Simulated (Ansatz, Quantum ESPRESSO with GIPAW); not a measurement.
# Shieldings and field gradients in K3YV2O8, part 2 of 2

Wanted: NMR shieldings and quadrupolar couplings for each site of K3YV2O8.

Quantum ESPRESSO with GIPAW; PBEsol.

So far. Step 3 (GIPAW: job nmr): An axis of order three or more runs through Y, V, K(1), K(2) and O(2), so two principal values coincide and the skew is ±1. In this run the largest span is that of O(2) (site symmetry 3m), with principal values -799.0, -799.0 and 14.6 ppm. On O(1) the most shielded direction lies 3° off its short bond to V.

**4. Quadrupolar couplings**

Level of this step: DFT, PBEsol, plane-wave PAW, default files, scalar-relativistic, field gradients (Ansatz).

17O, 51V and 39K have a quadrupole moment, which couples to the field gradient and broadens the lines. The gradient is a property of the ground-state density and needs no response; it is taken from a second code that counts the whole PAW charge. C_Q = eQV_zz/h, with Q = -0.02558 barn for 17O, -0.052 barn for 51V, 0.0603 barn for 39K.

This step: DFT, PBEsol, plane-wave PAW, default files (PAW set soft_2), scalar-relativistic, field gradients (Ansatz 0.2.0), on the same atoms.

Input file input.yaml:

```yaml
crystal:
  lattice:
    - [5.8889, 0.0, 0.0]
    - [-2.94445, 5.0999370003, 0.0]
    - [0.0, 0.0, 7.6295]
  atoms:
    - { symbol: "Y", position: [0.0, 0.0, 0.5] }
    - { symbol: V, position: [0.33333333, 0.66666667, 0.2417732898] }
    - { symbol: V, position: [0.66666667, 0.33333333, 0.7582267102] }
    - { symbol: K, position: [0.0, 0.0, 0.0] }
    - { symbol: K, position: [0.33333333, 0.66666667, 0.6895305194] }
    - { symbol: K, position: [0.66666667, 0.33333333, 0.3104694806] }
    - { symbol: O, position: [0.6525096707, 0.8262548353, 0.322128901] }
    - { symbol: O, position: [0.1737451647, 0.8262548353, 0.322128901] }
    - { symbol: O, position: [0.1737451647, 0.3474903293, 0.322128901] }
    - { symbol: O, position: [0.8262548353, 0.6525096707, 0.677871099] }
    - { symbol: O, position: [0.8262548353, 0.1737451647, 0.677871099] }
    - { symbol: O, position: [0.3474903293, 0.1737451647, 0.677871099] }
    - { symbol: O, position: [0.33333333, 0.66666667, 0.0247415794] }
    - { symbol: O, position: [0.66666667, 0.33333333, 0.9752584206] }
kpoints:
  mp_grid: { grid: [4, 4, 3] }
scf:
  occupations: { method: fixed }
hamiltonian:
  xc: pbesol
  pseudopotentials: { kind: paw, frozen_core: stored }
output:
  forces: false
  stress: false
  efg: { quadrupole_moments_barn: { V: -0.052, K: 0.0603, O: -0.02558 } }
  write_density: true
  write_potential: true
  elf: true
  volumetric_format: npy
```

On the command line:

```console
> ansatz run input.yaml --threads 4 --pin off --max-ram 16384MiB --backend cpu --events-out ev --progress --plain --runs-dir out
```

What it wrote:

```text
[... set-up, SCF cycles and energies left out ...]
--- PAW observables at the nuclei: V_zz in 10²¹ V/m², potentials from the cell's mean, atoms counted from 1 ---
  atom   1  Y  V_zz =    -3.674217   η = 0.0000   by run symmetry: allowed
  atom   2  V  V_zz =    -2.798989   η = 0.0000   by run symmetry: allowed   C_q = +3.5193 MHz
  atom   3  V  V_zz =    -2.798989   η = 0.0000   by run symmetry: allowed   C_q = +3.5193 MHz
  atom   4  K  V_zz =    -1.167421   η = 0.0000   by run symmetry: allowed   C_q = -1.7022 MHz
  atom   5  K  V_zz =    -0.459361   η = 0.0000   by run symmetry: allowed   C_q = -0.6698 MHz
  atom   6  K  V_zz =    -0.459361   η = 0.0000   by run symmetry: allowed   C_q = -0.6698 MHz
  atom   7  O  V_zz =    -1.798306   η = 0.6584   by run symmetry: allowed   C_q = +1.1123 MHz
  atom   8  O  V_zz =    -1.798306   η = 0.6584   by run symmetry: allowed   C_q = +1.1123 MHz
  atom   9  O  V_zz =    -1.798306   η = 0.6584   by run symmetry: allowed   C_q = +1.1123 MHz
  atom  10  O  V_zz =    -1.798306   η = 0.6584   by run symmetry: allowed   C_q = +1.1123 MHz
  atom  11  O  V_zz =    -1.798306   η = 0.6584   by run symmetry: allowed   C_q = +1.1123 MHz
  atom  12  O  V_zz =    -1.798306   η = 0.6584   by run symmetry: allowed   C_q = +1.1123 MHz
  atom  13  O  V_zz =    +0.015434   η = 0.0000   by run symmetry: allowed   C_q = -0.0095 MHz
  atom  14  O  V_zz =    +0.015434   η = 0.0000   by run symmetry: allowed   C_q = -0.0095 MHz
--- Band table (eV; the first three rows and the last of 9) ---
  k-point 0: bands = ["-58.7533", "-58.7533", "-35.1053", "-32.8489", "-32.8485", "-32.8225", "-32.8225", "-32.8224", "-32.8224", "-23.2612", "-23.1190", "-23.1135", "-15.6272", "-15.5946", "-15.5946", "-11.8588", "-11.4102", "-11.4102", "-11.2701", "-10.9688", "-10.9049", "-10.9049", "-10.7940", "-6.8300", "-6.8300", "-6.7999", "-6.7872", "-6.7872", "-6.7310", "-6.7310", "-6.7112", "-6.6670", "1.0697", "1.1041", "1. [...]
  k-point 1: bands = ["-58.7533", "-58.7533", "-35.1053", "-32.8488", "-32.8486", "-32.8225", "-32.8225", "-32.8225", "-32.8225", "-23.2612", "-23.1192", "-23.1132", "-15.6258", "-15.5946", "-15.5946", "-11.8615", "-11.4124", "-11.4124", "-11.3224", "-10.9023", "-10.9023", "-10.8954", "-10.8175", "-6.8448", "-6.8448", "-6.8251", "-6.7644", "-6.7644", "-6.7395", "-6.7395", "-6.6799", "-6.6505", "1.0874", "1.1166", "1. [...]
  k-point 2: bands = ["-58.7533", "-58.7533", "-35.1053", "-32.8489", "-32.8486", "-32.8226", "-32.8226", "-32.8224", "-32.8224", "-23.2608", "-23.1182", "-23.1138", "-15.6220", "-15.6016", "-15.5957", "-11.7793", "-11.6001", "-11.4093", "-11.1323", "-11.0324", "-10.9121", "-10.8818", "-10.8174", "-6.8284", "-6.8208", "-6.8011", "-6.7618", "-6.7241", "-6.7221", "-6.7041", "-6.6894", "-6.6727", "1.0271", "1.1004", "1. [...]
  k-point 8: bands = ["-58.7533", "-58.7533", "-35.1053", "-32.8488", "-32.8487", "-32.8226", "-32.8225", "-32.8225", "-32.8224", "-23.2606", "-23.1168", "-23.1147", "-15.6149", "-15.6064", "-15.5994", "-11.7016", "-11.6695", "-11.4771", "-11.1367", "-11.0301", "-10.8996", "-10.8660", "-10.8320", "-6.8237", "-6.8154", "-6.8024", "-6.7155", "-6.7040", "-6.6805", "-6.6774", "-6.6677", "-6.6658", "0.9580", "1.0737", "1. [...]

[the lines on potentials at the nuclei are left out]
```

The job ended after 4.3 s (4 threads of Arm Neoverse V1, shared host; peak memory 0.78 GiB).

Among nuclei of half-integer spin the second-order effect is largest for 39K on K(1) (spin 3/2, C_Q -1.70 MHz): at 9.4 T it moves the centre of gravity of the MAS line by -207 ppm from δ_iso, and by a quarter of that at twice the field, by δ_Q = −(3/40)(C_Q/ν0)²(1 + η²/3)[I(I+1) − 3/4]/[I²(2I−1)²] × 10⁶ ppm with ν0 = 18.7 MHz.

**5. NMR parameters by site**

Covalently bonded atoms count as neighbours within 1.18 times the sum of their radii. Otherwise a cation's neighbours lie within 1.2 times its shortest bond (1.3 for large cations, each anion's radius taken off where they differ), and an anion's are the cations that count it.

| site | atom no. | atoms in cell | surroundings | bonds (Å) | σ_iso (ppm) | C_Q (MHz) | η_Q |
| --- | --- | --- | --- | --- | --- | --- | --- |
| Y | 1 | 1 | YO6 | 2.232 | 2512.9 | - | - |
| V | 2 | 2 | VO4 | 1.66 to 1.74 | -1333 | 3.52 | 0.00 |
| K(1) | 4 | 1 | KO12 | 3.03 to 3.41 | 1264.9 | -1.70 | 0.00 |
| K(2) | 5 | 2 | KO10 | 2.56 to 3.24 | 1179.4 | -0.67 | 0.00 |
| O(1) | 7 | 6 | non-bridging on V; 6 neighbours | 1.74 to 3.24 | -267.4 | 1.11 | 0.66 |
| O(2) | 13 | 2 | non-bridging on V; 5 neighbours | 1.66 to 3.41 | -527.8 | -0.01 | 0.00 |

By surroundings the K shieldings are 10-coordinate: 1179.4; 12-coordinate: 1264.9 ppm. The 2 O sites spread over 260.4 ppm in shielding, from O(2) (least shielded) to O(1).

Simulated spectrum: 17O fast MAS, 20 T (115.5 MHz), central transition to second order, lines broadened by 3.7 ppm; the axis counts ppm from the isotropic position of O(1), as −Δσ; rigid lattice, with dipolar and J couplings and satellite transitions left out.

offset (ppm), intensity and a bar:
```
      286       0.00 
      276       0.00 
      266       0.01 
      260       0.35 ##########
      257       0.04 #
      248       0.00 
      238       0.00 
      228       0.00 
      219       0.00 
      210       0.00 
      200       0.00 
      191       0.00 
      181       0.00 
      172       0.00 
      162       0.00 
      153       0.00 
      143       0.00 
      134       0.00 
      125       0.00 
      115       0.00 
      105       0.00 
       96       0.00 
       87       0.00 
       77       0.00 
       67       0.00 
       58       0.00 
       48       0.00 
       39       0.00 
       30       0.00 
       20       0.00 
       10       0.01 
        1       0.46 ##############
       -1       1.00 ##############################
       -8       0.01 
      -18       0.00 
      -27       0.00
```

Most prominent maxima (ppm: height): 260: 0.35, -1: 1.00.

**6. Outcome**

* 17O shielding without shape term: -527.8, -267.4 ppm
* 17O size of C_Q: 0.01, 1.11 MHz
* 89Y shielding without shape term: 2512.9 ppm
* 51V shielding without shape term: -1333 ppm
* 51V size of C_Q: 3.52 MHz
* 39K shielding without shape term: 1179.4, 1264.9 ppm
* 39K size of C_Q: 0.67, 1.70 MHz

17O has 2 sites, in the ratio 1:3: O(2) (non-bridging on V; 5 neighbours) at a shielding of -527.8 and O(1) (non-bridging on V; 6 neighbours) at a shielding of -267.4 ppm, shape term left out. A shift needs a reference, δ = σ_ref − σ, fixed on measured compounds; for 17O of this kind at this level too few were at hand, or they scattered too widely about a line, so none is given. No sound run at another cutoff or mesh is at hand, so convergence rests on the f-sum rule and on experience with these files. The scalar-relativistic files are used with non-relativistic response operators, which weighs most on the heavy atoms' own shieldings. In PBE checks against another PAW code, field gradients made this way came out (cores as stored) 4 to 9 % larger on O (three silicas and corundum) and 6 % smaller on Al (corundum alone). This build of gipaw.x prints that it is not audited and that its numbers are no references by themselves. It also reports spline_ps as false although the input sets it; why was not traced. The field gradients use PAW files made for PBE. Without spin-orbit coupling, gradients at and beside the heavy atoms are unsure. pw.x warned of eigenvalues not converged in some cycles of 1 ground-state run, which then met the threshold.

[Banner, clock, file and message-heading lines were taken out of the pw.x and gipaw.x logs.]

[Logs are printed without paths, hosts, clocks, repeated set-up lines and the standing remarks that a program may print on its own settings, such as how far it seeks lower states.]

[Hosts, paths, dates, database ids (printed as entryN), source tags and the programs' standing remarks are cut or masked in the printed files.]

[Where no reference line passes its bar on scatter, no shift is given, so a measured shift of this compound may stand uncompared.]
